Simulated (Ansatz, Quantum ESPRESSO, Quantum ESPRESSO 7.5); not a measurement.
# Screening and band shifts of 1T-HfO2, 1 layer

How does 1T-HfO2, 1 layer respond to a gate-like field without added charge?

Method: plane-wave DFT, PBEsol, GBRV ultrasoft pseudopotentials (geometry and cross-check by Ansatz 0.2.0 with PAW datasets; geometry under PBE), in Quantum ESPRESSO 7.5.

**1. Starting point**

The cell holds 3 atoms: 2 O and 1 Hf. Cell: a = 3.240 Å, b = 3.240 Å, c = 19.519 Å, α = 90.0°, β = 90.0°, γ = 120.0°. It derives from HfO2. Vacuum lies along c.

This sheet is a model structure: its symmetry is held, and its stability is not tested here.

**2. Relaxation with Ansatz**

The geometry comes first, from a plane-wave PAW code, so that the later runs on this slab share one structure.

input.yaml

```yaml
crystal:
  lattice:
    - [3.24, 0.0, 0.0]
    - [-1.62, 2.8059223083, 0.0]
    - [0.0, 0.0, 19.5185908759]
  atoms:
    - { symbol: O, position: [0.6666666667, 0.3333333333, 0.4354822566] }
    - { symbol: Hf, position: [0.0, 0.0, 0.5] }
    - { symbol: O, position: [0.3333333333, 0.6666666667, 0.5645177434] }
kpoints:
  mp_grid: { grid: [12, 12, 1] }
hamiltonian:
  xc: pbe
scf:
  occupations: { method: fermi_dirac, width: 0.05 }
  convergence: { dr2_threshold: 1.0e-08 }
efield:
  axis: 3
  dipole_correction: true
  ramp_position: 0.97
  ramp_width: 0.04
relax:
  f_tol: 0.01
  cell: { fix: [c, alpha, beta] }
output:
  write_potential: true
  write_density: true
  volumetric_format: npy
```

Launch:

```bash
ansatz run input.yaml --threads 4 --pin off --max-ram 8192MiB --backend cpu --events-out ev --progress --plain --runs-dir out
```

Numbers of over 12 decimals in the logs are rounded to 6 here.

Log:

```text
Warning: relax.cell: scf.convergence.dr2_threshold = 1e-8 eV is looser than the 3e-10 eV advised for a relaxation that steers and ends on the stress (1e-10 eV for each atom of the cell: 3). What an SCF threshold leaves in a stress goes as its square root, and in the free energy as the threshold itself, and one threshold admits the most on a small cell: [figures from the program's tests cut] Set scf.convergence.dr2_threshold to 3e-10 eV or tighter. The threshold is an SCF's pass mark: one that does not reach it within its budget of iterations ends unconverged, or closes short of it on a stop that the run arms, and scf.convergence.dr2_threshold's page says what that costs each kind of run
Engine: ansatz 0.2.0, aarch64-unknown-linux-gnu
Pseudopotentials: kind: paw
Pseudopotential: O, paw, valence charge 6, recommended cutoff 420 eV (normal), O.paw.azcp
Pseudopotential: Hf, paw, valence charge 26, recommended cutoff 420 eV (normal), Hf.paw.azcp
Functional definition: PBE
  parameter kappa = 0.804
  parameter beta = 0.066725
  exchange = pbe_x(kappa = kappa, mu = beta*pi^2/3)
  correlation = pbe_c(beta = beta)
Crystal: 3 atoms, lattice volume = 177.447 Å³
Basis set: ecut = 420 eV, 3521 PW (Γ), exchange–correlation on 48×48×270 points (8 copies of the dense FFT grid, shifted against one another)
Bands: 23, of which v1, the nominal top of the filled ones, is band 19 counted from 1 (18 counted from 0)
Symmetry: 6 space group operations
k-points: 19 of 144 (time reversal used)
Non-local potential: O, projectors of the file, l = 0: 2, l = 1: 2, l = 2: 1
Non-local potential: Hf, projectors of the file, l = 0: 3, l = 1: 2, l = 2: 2, l = 3: 3
PAW form: soft (Blöchl's): semilocal exchange-correlation on the pseudo side does not see the compensation charge
PAW one-centre angular grid: O, 110 points (default); XC on 64 Gauss nodes
PAW one-centre angular grid: Hf, 590 points (default); XC on 64 Gauss nodes
Initial density: superposition of atomic densities (neutral atoms: chi_scale 0, normalization atom), corrected by the library's trained network
Initial wavefunctions: pseudopotential atomic-orbital guess
Functional: x = pbe(κ = 0.804, μ = 0.219515), c = pbe(β = 0.066725)
SCF iter   1: F=—  HF=-16859.761671 eV  |F-HF|=—  |Δ(HF+E_count)|=         —  Δρ=2.37e-3  dr2=1.32e-2  ethr=1.77e-3  p=0.000 e·Å  D=7.56e-6 V/Å  ΔV_dip=-0.00 eV  dr2_dipole=5.77e-8  V_vac-E_F(+/−)=7.03/7.03 eV  ⟨swp⟩=6.9  Hψ=2188  notcnv=0
efield: sawtooth ramp at fractional position 0.9700 (set: `efield.ramp_position`, or a place that a band, a saddle search or an elastic batch's reference lends), width 0.0400; the density the first Hamiltonian is built on has a dipole p = 0.000 e·Å; the dipole correction subtracts the counter field D = 7.56e-6 V/Å, which shifts the + side's vacuum level by -0.00 eV against the − side's; the planar-averaged density in the ramp window peaks in size at 3.8e-6 e/Å³
preconditioner: auto → none  [insulator: Δε(μ)=3.186 eV  Ē_g=17.059 eV  σ=0.050 eV  W_gap=1.00  n_scr=12 (ndim 8)  ℏωp=16.7 eV  f_vac=0.743  D(μ)=0.00/eV (n_scr^D=0)  ε∞_Penn≈2.0]
SCF iter   2: F=—  HF=-16859.764090 eV  |F-HF|=—  |Δ(HF+E_count)|=   2.42e-3  Δρ=2.93e-3  dr2=1.72e-2  ethr=3.47e-5  p=0.000 e·Å  D=1.79e-4 V/Å  ΔV_dip=-0.00 eV  dr2_dipole=8.04e-7  V_vac-E_F(+/−)=7.07/7.07 eV  ⟨swp⟩=2.4  Hψ=1010  notcnv=0
SCF iter   3: F=—  HF=-16859.761009 eV  |F-HF|=—  |Δ(HF+E_count)|=   3.08e-3  Δρ=6.07e-4  dr2=6.23e-4  ethr=3.47e-5  p=-0.000 e·Å  D=-1.33e-4 V/Å  ΔV_dip=0.00 eV  dr2_dipole=6.25e-7  V_vac-E_F(+/−)=7.10/7.10 eV  ⟨swp⟩=2.0  Hψ=781  notcnv=0
SCF iter   4: F=—  HF=-16859.761401 eV  |F-HF|=—  |Δ(HF+E_count)|=   3.93e-4  Δρ=1.94e-4  dr2=1.09e-4  ethr=1.64e-6  p=0.001 e·Å  D=6.34e-4 V/Å  ΔV_dip=-0.01 eV  dr2_dipole=1.24e-5  V_vac-E_F(+/−)=7.14/7.15 eV  ⟨swp⟩=3.1  Hψ=842  notcnv=0
SCF iter   5: F=—  HF=-16859.761513 eV  |F-HF|=—  |Δ(HF+E_count)|=   1.11e-4  Δρ=2.94e-4  dr2=3.12e-4  ethr=2.87e-7  p=-0.001 e·Å  D=-1.15e-3 V/Å  ΔV_dip=0.02 eV  dr2_dipole=4.05e-5  V_vac-E_F(+/−)=7.17/7.15 eV  ⟨swp⟩=2.7  Hψ=751  notcnv=0  recentre
SCF iter   6: F=—  HF=-16859.761482 eV  |F-HF|=—  |Δ(HF+E_count)|=   3.06e-5  Δρ=5.31e-5  dr2=7.23e-6  ethr=2.87e-7  p=0.000 e·Å  D=1.55e-4 V/Å  ΔV_dip=-0.00 eV  dr2_dipole=7.54e-7  V_vac-E_F(+/−)=7.16/7.16 eV  ⟨swp⟩=2.0  Hψ=543  notcnv=0
SCF iter   7: F=—  HF=-16859.761423 eV  |F-HF|=—  |Δ(HF+E_count)|=   5.96e-5  Δρ=1.05e-5  dr2=1.51e-7  ethr=1.90e-8  p=0.000 e·Å  D=1.40e-5 V/Å  ΔV_dip=-0.00 eV  dr2_dipole=3.48e-9  V_vac-E_F(+/−)=7.16/7.16 eV  ⟨swp⟩=2.5  Hψ=597  notcnv=0
SCF iter   8: F=—  HF=-16859.761423 eV  |F-HF|=—  |Δ(HF+E_count)|=   2.94e-7  Δρ=2.79e-6  dr2=1.31e-8  ethr=3.96e-10  p=-0.000 e·Å  D=-5.42e-6 V/Å  ΔV_dip=0.00 eV  dr2_dipole=1.54e-11  V_vac-E_F(+/−)=7.16/7.16 eV  ⟨swp⟩=3.0  Hψ=1053  notcnv=0
SCF iter   9: F=-16859.761423 eV  HF=-16859.761423 eV  |F-HF|=3.45e-9  |Δ(HF+E_count)|=   4.67e-9  Δρ=9.70e-7  dr2=7.44e-10  ethr=2.63e-11  p=-0.000 e·Å  D=-2.15e-7 V/Å  ΔV_dip=0.00 eV  dr2_dipole=3.94e-12  V_vac-E_F(+/−)=7.17/7.17 eV  ⟨swp⟩=9.6  Hψ=3173  notcnv=0
SCF 1 converged in 9 iterations: F = -16859.761423 eV  dr2 = 7.44e-10
  greatest PAW one-centre occupation: 0.999 electrons in one spin orbital (limit 2), on the Hf atom at site 1 (counted from 0), in its partial waves of l = 0
relax step   1: F+E_penalty+E_count = -16859.76142281 eV  Δ(F+E_penalty+E_count) = +0.000e0 eV  max|allowed force component| = 4.042e0 eV/Å  Δτ_max = 0.0000 Å  P = -5.440 GPa  Ω = 177.447 Å³  fix = [c, alpha, beta]  reactions: c -9.189 GPa  (9 SCF iters, accepted)
Crystal: 3 atoms, lattice volume = 176.853 Å³
Basis set: ecut = 420 eV, 3485 PW (Γ), exchange–correlation on 48×48×270 points (8 copies of the dense FFT grid, shifted against one another)
Initial density: handed on by an earlier stage of this run
Initial wavefunctions: those handed on with the density
iter 1 solved again at ethr=1.30e-3 eV; its pass at ethr=3.10e-3 eV (dr2=4.96e-1 eV) is discarded
SCF iter   1: F=—  HF=-16861.063852 eV  |F-HF|=—  |Δ(HF+E_count)|=         —  Δρ=1.59e-2  dr2=4.99e-1  ethr=1.30e-3  p=0.000 e·Å  D=4.68e-6 V/Å  ΔV_dip=-0.00 eV  dr2_dipole=2.41e-10  V_vac-E_F(+/−)=7.12/7.12 eV  ⟨swp⟩=1.3  Hψ=2711  notcnv=0
[...]
SCF iter   9: F=-16860.985156 eV  HF=-16860.985156 eV  |F-HF|=6.08e-10  |Δ(HF+E_count)|=   9.92e-8  Δρ=1.64e-6  dr2=2.61e-9  ethr=2.63e-11  p=-0.000 e·Å  D=-7.52e-7 V/Å  ΔV_dip=0.00 eV  dr2_dipole=5.94e-13  V_vac-E_F(+/−)=5.32/5.32 eV  ⟨swp⟩=8.9  Hψ=3769  notcnv=0
SCF 3 converged in 9 iterations: F = -16860.985156 eV  dr2 = 2.61e-9
relax step   3: F+E_penalty+E_count = -16860.98515645 eV  Δ(F+E_penalty+E_count) = -1.179e-1 eV  max|allowed force component| = 3.627e-1 eV/Å  Δτ_max = 0.1070 Å  P = +0.932 GPa  Ω = 176.817 Å³  energy of the carried Pulay correction = +6.119e-4 eV  fix = [c, alpha, beta]  reactions: c +0.632 GPa  (9 SCF iters, accepted)
[...]
relax step   4: F+E_penalty+E_count = -16860.99356023 eV  Δ(F+E_penalty+E_count) = -8.404e-3 eV  max|allowed force component| = 2.867e-2 eV/Å  Δτ_max = 0.0126 Å  P = -0.126 GPa  Ω = 179.108 Å³  energy of the carried Pulay correction = -1.603e-3 eV  fix = [c, alpha, beta]  reactions: c -0.061 GPa  (9 SCF iters, accepted)
[...]
relax step   5: F+E_penalty+E_count = -16860.99414325 eV  Δ(F+E_penalty+E_count) = -5.830e-4 eV  max|allowed force component| = 1.556e-3 eV/Å  Δτ_max = 0.0001 Å  P = -0.007 GPa  Ω = 178.709 Å³  energy of the carried Pulay correction = -1.220e-3 eV  fix = [c, alpha, beta]  reactions: c -0.012 GPa  (6 SCF iters, accepted)
Initial wavefunctions: pseudopotential atomic-orbital guess (no wavefunctions were taken with the density)
iter 1 solved again at ethr=4.95e-7 eV; its pass at ethr=3.10e-3 eV (dr2=1.88e-4 eV) is discarded
SCF iter   1: F=—  HF=-16860.995363 eV  |F-HF|=—  |Δ(HF+E_count)|=         —  Δρ=4.23e-5  dr2=3.15e-7  ethr=4.95e-7  p=-0.000 e·Å  D=-2.91e-6 V/Å  ΔV_dip=0.00 eV  dr2_dipole=2.02e-10  V_vac-E_F(+/−)=5.40/5.40 eV  ⟨swp⟩=4.1  Hψ=3503  notcnv=0
efield: sawtooth ramp at fractional position 0.9700 (set: `efield.ramp_position`, or a place that a band, a saddle search or an elastic batch's reference lends), width 0.0400; the density the first Hamiltonian is built on has a dipole p = -0.000 e·Å; the dipole correction subtracts the counter field D = -2.91e-6 V/Å, which shifts the + side's vacuum level by +0.00 eV against the − side's; the planar-averaged density in the ramp window peaks in size at 1.4e-7 e/Å³
eigensolver tolerance schedule: the retry pair's looser diagonalisation over-reported the residual by 596.76 of it (diagonalisation noise at 0.11 of the residual, at the tolerance the schedule requests for it); recorded, not acted on — ethr = c·dr2/N_el stays at c = 1.0e-1
preconditioner: auto → none  [insulator: Δε(μ)=4.833 eV  Ē_g=17.665 eV  σ=0.050 eV  W_gap=1.00  n_scr=12 (ndim 8)  ℏωp=16.7 eV  f_vac=0.763  D(μ)=0.00/eV (n_scr^D=0)  ε∞_Penn≈1.9]
SCF iter   2: F=—  HF=-16860.995451 eV  |F-HF|=—  |Δ(HF+E_count)|=   8.87e-5  Δρ=2.09e-5  dr2=1.50e-7  ethr=8.29e-10  p=0.000 e·Å  D=7.21e-6 V/Å  ΔV_dip=-0.00 eV  dr2_dipole=6.60e-10  V_vac-E_F(+/−)=5.40/5.40 eV  ⟨swp⟩=3.0  Hψ=1001  notcnv=0
SCF iter   3: F=—  HF=-16860.995513 eV  |F-HF|=—  |Δ(HF+E_count)|=   6.18e-5  Δρ=1.14e-5  dr2=8.81e-8  ethr=3.95e-10  p=-0.000 e·Å  D=-1.24e-5 V/Å  ΔV_dip=0.00 eV  dr2_dipole=2.66e-9  V_vac-E_F(+/−)=5.40/5.40 eV  ⟨swp⟩=2.7  Hψ=900  notcnv=0
SCF iter   4: F=—  HF=-16860.995541 eV  |F-HF|=—  |Δ(HF+E_count)|=   2.73e-5  Δρ=3.95e-6  dr2=3.26e-8  ethr=2.32e-10  p=0.000 e·Å  D=1.42e-5 V/Å  ΔV_dip=-0.00 eV  dr2_dipole=2.84e-9  V_vac-E_F(+/−)=5.40/5.40 eV  ⟨swp⟩=2.7  Hψ=753  notcnv=0
SCF iter   5: F=-16860.995544 eV  HF=-16860.995543 eV  |F-HF|=1.46e-6  |Δ(HF+E_count)|=   2.43e-6  Δρ=1.46e-6  dr2=1.42e-9  ethr=2.63e-11  p=-0.000 e·Å  D=-8.06e-7 V/Å  ΔV_dip=0.00 eV  dr2_dipole=3.47e-11  V_vac-E_F(+/−)=5.40/5.40 eV  ⟨swp⟩=10.8  Hψ=3588  notcnv=0
SCF 6 converged in 5 iterations: F = -16860.995544 eV  dr2 = 1.42e-9
relax step   6: F+E_penalty+E_count = -16860.99554445 eV  Δ(F+E_penalty+E_count) = -1.401e-3 eV  max|allowed force component| = 1.461e-3 eV/Å  Δτ_max = 0.0000 Å  P = +0.011 GPa  Ω = 178.709 Å³  fix = [c, alpha, beta]  reactions: c -0.002 GPa  stress off target by 1.76e-2 GPa on what of the cell is left free  SCF on the basis re-selected at this cell (its energy is not comparable with the rows above)  (5 SCF iters)
basis re-selected at this cell: Δ(F+E_penalty+E_count) = -1.401e-3 eV, ΔP = +0.018 GPa vs the last step (what re-selecting the basis moved, of the pressure what is left beyond the Pulay correction that the steps carried, after the strain that the cell walked since its last selection, with what the two solves' SCF thresholds leave and, on support functions, any second-order correction that the steps lacked; it is no m [...]
WARN: The output density's exchange-correlation potential varies sharply where the density is thin. Do not read a vacuum level from v_tot or v_xc, or from such a field of the output density. On a cell that repeats whose density bears no net charge and no dipole along the vacuum's axis use v_es (v_loc + v_h of the components); under efield.dipole_correction with no amplitude use v_es + v_field, which holds any externa [...]
SCF converged after 5 iterations
Free energy (F): -16860.995544 eV
Harris-Foulkes:  -16860.995543 eV  (|F-HF|=1.46e-6)
Internal energy: -16860.995544 eV  (E = F + TS)
E sigma→0 (E₀):  -16860.995544 eV
Fermi energy:    -1.219107 eV
Dipole field:    D = 0.000008 V/Å  (p = 0.000007 e·Å, saw-weighted, corrected)
Work function:   Φ+ = 5.4030 eV   Φ− = 5.4031 eV
Levels:          The Fermi level and band energies are counted from a zero that moves with the ramp; work functions are not
--- Per-component energies (eV) ---
  E_band       = -658.110831
  E_kinetic    = 769.714275
  E_local      = -41135.504074  (includes V_loc(G=0)·N_el)
  E_nonlocal   = -1147.118669
  E_hartree    = 19977.368813
  E_xc         = -446.950682
  E_vxc        = -453.558170  (∫ρ·V_xc dr)
  E_paw        = -7243.175502  (= ΣΔE_a)
  E_vpaw       = 1353.611823  (= ΣTr[D̂ρ^β])
  E_aug_tail   = 0.004928  (compensation charges beyond the density's cutoff)
  E_efield     = 0.000000  (sawtooth field / dipole correction)
  E_vefield    = -0.000056  (∫n·V_field dr)
  E_ewald      = 12364.665367
  E_smearing   = -0.000000  (= −TS)
  E_closure    = -0.000000  (closes the sum)
  Σ components = -16860.995544   (vs F -16860.995544, Δ=0.00e0)
--- Forces (eV/Å), atoms counted from 1 ---
  atom   1  O      0.00000000     0.00000000     0.00143201
  atom   2  Hf     0.00000000     0.00000000     0.00002373
  atom   3  O      0.00000000    -0.00000000    -0.00146402
  max |Σ_I F_I| component: 8.27e-6 eV/Å
--- Stress (GPa, compression-positive) ---
        0.017628       0.000000       0.000000
        0.000000       0.017628       0.000000
        0.000000       0.000000      -0.002022
  P = ⅓ Tr σ = 0.0111 GPa (0.111 kbar)
--- Band table (eV; the first three rows and the last of 19) ---
  k-point 0: bands = [... 15 lower, -6.8618, -4.2446, -3.8698, -3.8698, 1.4720, 1.4720, 1.8175, 3.6464]
  k-point 1: bands = [... 15 lower, -6.7817, -4.2201, -4.0896, -3.9715, 1.4635, 1.6359, 2.0310, 3.7112]
  k-point 2: bands = [... 15 lower, -6.5807, -4.8244, -4.2134, -3.9009, 1.4062, 2.0534, 2.4630, 3.8561]
  k-point 18: bands = [... 15 lower, -6.5008, -4.7392, -4.7392, -4.3147, 1.3912, 2.7299, 2.7300, 6.3111]
--- Relaxed structure (5 steps of the walk, 5 accepted, 1 SCFs on fresh bases) ---
  F+E_penalty+E_count = -16860.99554445 eV   max|allowed force component| = 1.461e-3 eV/Å   (the final SCF, on the basis selected at the relaxed cell)
  cell:  # Å, volume = 178.7093 Å³
    - [3.251502, 4.256633335137775e-19, 0]
    - [-1.625751, 2.815883, 0]
    - [0, 0, 19.5185908759]
  atoms:
    - { symbol: O, position: [0.666667, 0.333333, 0.450299] }
    - { symbol: Hf, position: [0, 0, 0.500000] }
    - { symbol: O, position: [0.333333, 0.666667, 0.549702] }
```

The job ended after 19 s (4 threads of Arm Neoverse N1, shared host; peak memory 0.48 GiB; 70 s of CPU time).

Relaxation path:

| step | energy less that of the first step (eV) | largest force component (eV/Å) | pressure (GPa) | volume (Å³) |
| --- | --- | --- | --- | --- |
| 1 | 0.0000 | 4.0417 | -5.44 | 177.45 |
| 2 | -1.1059 | 1.4257 | -1.73 | 176.85 |
| 3 | -1.2237 | 0.3627 | 0.93 | 176.82 |
| 4 | -1.2321 | 0.0287 | -0.13 | 179.11 |
| 5 | -1.2327 | 0.0016 | -0.01 | 178.71 |
| 6* | -1.2341 | 0.0015 | 0.01 | 178.71 |

Relaxation steps marked * repeat the geometry before them on a plane-wave basis chosen anew for their cell, so energy and pressure can jump there.

Forces are held to the 6 operations that the run works with; a distortion that breaks them can't arise in this run.

| cell as run | before | after | change |
| --- | --- | --- | --- |
| a (Å) | 3.240 | 3.252 | +0.4 % |
| b (Å) | 3.240 | 3.252 | +0.4 % |

The atoms that moved most (Å, along periodic axes as changes of fractional coordinates times the final cell, across vacuum about the mean position):

| atom | dx | dy | dz | length |
| --- | --- | --- | --- | --- |
| O1 | 0.000 | 0.000 | 0.289 | 0.289 |
| O3 | 0.000 | 0.000 | -0.289 | 0.289 |

Final coordinates:

```xyz
3
Lattice="3.2515 0.0000 0.0000 -1.6258 2.8159 0.0000 0.0000 0.0000 19.5186" Properties=species:S:1:pos:R:3
O     1.6258    0.9386    8.7892
Hf    0.0000    0.0000    9.7593
O     0.0000    1.8773   10.7294
```

Read from the output:

```
free energy                                                      : -16860.9955 eV
Fermi energy                                                     : -1.219 eV
gap by band count                                                : 4.833 eV
symmetry operations                                              : 6
dipole along the normal                                          : 7.48e-6 e·Å
vacuum level at the upper face over a Fermi level inside the gap : 5.403 eV
vacuum level at the lower face over a Fermi level inside the gap : 5.403 eV
```

(Part 1 of 5 ends here.)

[Logs are printed without paths, hosts, clocks, repeated set-up lines and the standing remarks that a program may print on its own settings, such as how far it seeks lower states.]

[Hosts, paths, dates, database ids (printed as entryN), source tags and the programs' standing remarks are cut or masked in the printed files.]

[Maps of the electrostatic potential energy from Ansatz leave out the sawtooth potential of an applied field or a dipole correction, so their vacuum need not be flat; planar profiles and work functions include it.]
